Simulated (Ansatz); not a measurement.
# The perfect W wire along [111], 19 atoms a period, part 2 of 2

What gap, if any, does the W wire along [111], 19 atoms a period have, and how many channels would it open?

Ansatz 0.2.0; DFT PBE, plane waves, PAW; relaxation of a wire's period; PAW set soft_1 (the session's first sound run).

So far: The starting structure; The relaxed wire.

### Step 2. The relaxed wire (continued)

Step by step:

```
step  energy less that of the first step (eV)  largest force component (eV/Å)  pressure (GPa)  volume (Å³)
   1                                   0.0000                          1.7399           -5.62       742.42
   2                                  -0.2896                          2.2263            5.33       715.52
   3                                  -1.1220                          0.9708            0.20       728.49
   4                                  -0.9840                          0.7445           -0.08       721.98
   5                                  -1.3167                          0.1009           -0.16       726.56
   6                                  -1.3221                          0.0406           -0.01       727.61
   7                                  -1.3220                          0.0349           -0.01       727.86
   8                                  -1.3228                          0.0022           -0.04       727.68
  9*                                  -1.3197                          0.0021           -0.04       727.68
```

Relaxation steps marked * repeat the geometry before them on a plane-wave basis chosen anew for their cell, so energy and pressure can jump there. Relaxation steps 4, 7 were tried and not accepted.

The run keeps the 4 symmetry operations that it works with, so distortions that break them were not tested.

```
cell as run  before  after  change
      c (Å)   2.745  2.691  -2.0 %
```

The atoms that moved most (Å, along periodic axes as changes of fractional coordinates times the final cell, across vacuum about the mean position):

| atom | dx | dy | dz | length |
| --- | --- | --- | --- | --- |
| W14 | 0.000 | -0.134 | -0.082 | 0.158 |
| W7 | 0.000 | 0.134 | 0.082 | 0.158 |
| W16 | -0.112 | 0.065 | -0.082 | 0.153 |
| W11 | 0.112 | 0.065 | -0.082 | 0.153 |
| W10 | -0.112 | -0.065 | 0.082 | 0.153 |
| W5 | 0.112 | -0.065 | 0.082 | 0.153 |
| W9 | 0.028 | -0.016 | -0.024 | 0.040 |
| W6 | -0.028 | -0.016 | -0.024 | 0.040 |

Numbers from this step:

```
energy at zero smearing    : -197310.3266 eV
cell length along the wire : 2.691 Å
```

The cell's length comes to 2.691 Å with spin left out.

### Step 3. The perfect wire

This step: DFT PBE, plane waves, PAW; bands of a perfect wire; PAW set soft_1 (Ansatz 0.2.0).

At the relaxed period the bands are computed along the axis; those that cross an energy going forward count the channels that a perfect wire would open there.

input.yaml reads:

```yaml
crystal:
  lattice:
    - [15.766, 0.0, 0.0]
    - [0.0, 17.153, 0.0]
    - [0.0, 0.0, 2.6907665997]
  atoms:
    - { symbol: W, position: [0.216865406, 0.5, 0.0] }
    - { symbol: W, position: [0.358382283, 0.725184117, 6.4267e-05] }
    - { symbol: W, position: [0.5, 0.5, 0.0] }
    - { symbol: W, position: [0.641617717, 0.725184117, 6.4267e-05] }
    - { symbol: W, position: [0.222732326, 0.647080236, 0.36368553] }
    - { symbol: W, position: [0.35606624, 0.423620042, 0.324267723] }
    - { symbol: W, position: [0.5, 0.206045944, 0.363865554] }
    - { symbol: W, position: [0.5, 0.652616054, 0.324707107] }
    - { symbol: W, position: [0.64393376, 0.423620042, 0.324267723] }
    - { symbol: W, position: [0.777267674, 0.647080236, 0.36368553] }
    - { symbol: W, position: [0.222732326, 0.352919764, 0.63631447] }
    - { symbol: W, position: [0.35606624, 0.576379958, 0.675732277] }
    - { symbol: W, position: [0.5, 0.347383946, 0.675292893] }
    - { symbol: W, position: [0.5, 0.793954056, 0.636134446] }
    - { symbol: W, position: [0.64393376, 0.576379958, 0.675732277] }
    - { symbol: W, position: [0.777267674, 0.352919764, 0.63631447] }
    - { symbol: W, position: [0.358382283, 0.274815883, 0.999935733] }
    - { symbol: W, position: [0.641617717, 0.274815883, 0.999935733] }
    - { symbol: W, position: [0.783134594, 0.5, 0.0] }
kpoints:
  mp_grid: { grid: [1, 1, 30] }
  band_path: { path: ["Γ", Z], npoints: 90 }
scf:
  occupations: { method: fermi_dirac, width: 0.05 }
hamiltonian:
  xc: pbe
  pseudopotentials: { kind: paw, azcp: { folder: soft_1 } }
output:
  dos: { e_range: [-5, 4] }
  write_potential: true
  write_density: true
  volumetric_format: npy
```

Run with:

```console
$ ansatz run input.yaml --threads 4 --pin off --max-ram 16384MiB --backend cpu --events-out ev --progress --plain --runs-dir out
```

Numbers of over 12 decimals in the logs are rounded to 6 here.

The log of the run:

```text
[...]
Crystal: 19 atoms, lattice volume = 727.675 Å³
Basis set: ecut = 420 eV, 14257 PW (Γ)
Bands: 160, of which v1, the nominal top of the filled ones, is band 133 counted from 1 (132 counted from 0)
Symmetry: 4 space group operations
[...]
k-points: 16 of 30
[...]
SCF iter   1: F=—  HF=-197322.507778 eV  |F-HF|=—  |Δ(HF+E_count)|=         —  Δρ=4.83e-2  dr2=1.02e2  ethr=3.10e-3  ⟨swp⟩=9.6  Hψ=12460  notcnv=0  defer=9
[...]
SCF iter  11: F=-197310.396371 eV  HF=-197310.396371 eV  |F-HF|=2.30e-9  |Δ(HF+E_count)|=   4.24e-8  Δρ=1.25e-6  dr2=2.12e-8  ethr=3.76e-11  ⟨swp⟩=15.8  Hψ=9199  notcnv=0
SCF 1 converged in 11 iterations: F = -197310.396371 eV  dr2 = 2.12e-8
[...]
NSCF: frozen V_eff on 91 k-points
WARN: The output density's exchange-correlation potential varies sharply where the density is thin. Do not read a vacuum level from v_tot or v_xc, or from such a field of the output density. On a cell that repeats whose density bears no net charge and no dipole along the vacuum's axis use v_es (v_loc + v_h of the components); under efield.dipole_correction with no amplitude use v_es + v_field, which holds any externa [...]
SCF converged after 11 iterations
Free energy (F): -197310.396371 eV
[...]
Internal energy: -197310.256856 eV  (E = F + TS)
E sigma→0 (E₀):  -197310.326613 eV
Entropy (-TS):   -0.139514 eV (-7.343 meV/atom)
Fermi energy:    6.706514 eV
[...]
--- Band table (eV; the first three rows and the last of 16) ---
  k-point 0: bands = [... 129 lower, 6.1459, 6.1482, 6.2750, 6.5514, 6.7370, 6.8334, 6.8693, 7.1016, ... 23 higher]
  k-point 1: bands = [... 129 lower, 6.1502, 6.1816, 6.2228, 6.4978, 6.7419, 6.8033, 6.8382, 7.0701, ... 23 higher]
  k-point 2: bands = [... 129 lower, 6.0571, 6.1477, 6.1855, 6.3712, 6.7132, 6.7336, 6.7602, 6.9746, ... 23 higher]
  k-point 15: bands = [... 129 lower, 6.8675, 7.4576, 7.4632, 7.4920, 7.5006, 7.5904, 7.7679, 7.8042, ... 23 higher]
```

The job ended after 3.8 min (4 threads of Arm Neoverse V1, shared host; peak memory 5.5 GiB).

This step gave:

- band gap: 0 eV

The electronic bands at the labelled points (eV, zero at the Fermi level; # counts the bands kept):

```csv
point,#51,#52,#53,#54,#55,#56,#57,#58
Γ,-0.56,-0.43,-0.16,0.03,0.13,0.16,0.40,0.71
halfway,-0.58,-0.55,-0.54,-0.50,-0.48,-0.26,-0.05,0.18
Z,0.75,0.76,0.79,0.79,0.88,1.06,1.10,1.11
```

Between Γ and Z the bands cross the Fermi level 17 times, so a perfect wire would conduct at least 17 G₀, with spin left out.

### Step 4. What came out

```json
{
  "cell length, PBE": "2.691 Å",
  "ballistic conductance by band crossings, a lower bound, PBE": "17 G₀"
}
```

**Reading.** Under PBE the cell's length is 2.69 Å, and the bands cross the Fermi level 17 times between Γ and Z, which gives a perfect wire at least 17 G₀ (opposite crossings within one step of the path cancel in such a count). No spin was allowed, though thin wires with open d shells can turn magnetic. Spin-orbit coupling is left out, which matters for the bands of heavy atoms.

[Logs are printed without paths, hosts, clocks, repeated set-up lines and the standing remarks that a program may print on its own settings, such as how far it seeks lower states.]

[Hosts, paths, dates, database ids (printed as entryN), source tags and the programs' standing remarks are cut or masked in the printed files.]
